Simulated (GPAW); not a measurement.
# Calculated records

```xyz
4
Lattice="3.960 0.000 0.000 0.000 3.960 0.000 0.000 0.000 5.070" Properties=species:S:1:pos:R:3 pbc="T T T" subject="PbO (P4/nmm): one start, several treatments of the self-energy" method="DFT, PBE, plane waves, PAW (and 3 further levels or steps)" program="GPAW 26.7.0" settings_of_one_run="cutoff 600 eV, GPAW PAW setups 1.2.1 data release, 4×4×4 k-mesh, nbands 723" cost="6 runs, 50 min in all on 8 MPI ranks of AMD EPYC 7B13 (Zen 3), shared host (the runs of this entry)" notes="The database entry behind the starting cell differs from later determinations by our own check (c about 1 % long). The cell and positions come from the Crystallography Open Database and are kept as given unless a step says otherwise. Limits: no spin-orbit coupling. Bands and cutoff are finite, so the gap is not at the basis limit. The miss can reach some tenths of an eV and take either sign; the mesh is an error of its own. The program warns of a poor linear fit in the extrapolation of some level, so the extrapolated values are rough. The 4×4×4 mesh is coarse for this cell, which bears on the long-range parts of exchange and screening." g0w0_godby_needs_plasmon_pole="1.407 eV" one_shot_hse06="1.799 eV" g0w0_extrapolated_in_the_cutoff="1.633 eV" one_shot_pbe0="2.480 eV" g0w0_full_frequency_hilbert_transform="1.479 eV" known_limits="not at the basis limit; no spin-orbit coupling; coarse k mesh"
Pb    0.000    1.980    1.209
Pb    1.980    0.000    3.861
O     0.000    0.000    0.000
O     1.980    1.980    0.000
```

[Paths, hosts, dates, memory and timing lines, banners, echoed tables and standing remarks are left out of the program output.]

[Logs are printed without paths, hosts, clocks, repeated set-up lines and the standing remarks that a program may print on its own settings, such as how far it seeks lower states.]

[Runs of the session that timed out or met a known fault of the program may be left out.]

[Hosts, paths, dates, database ids (printed as entryN), source tags and the programs' standing remarks are cut or masked in the printed files.]
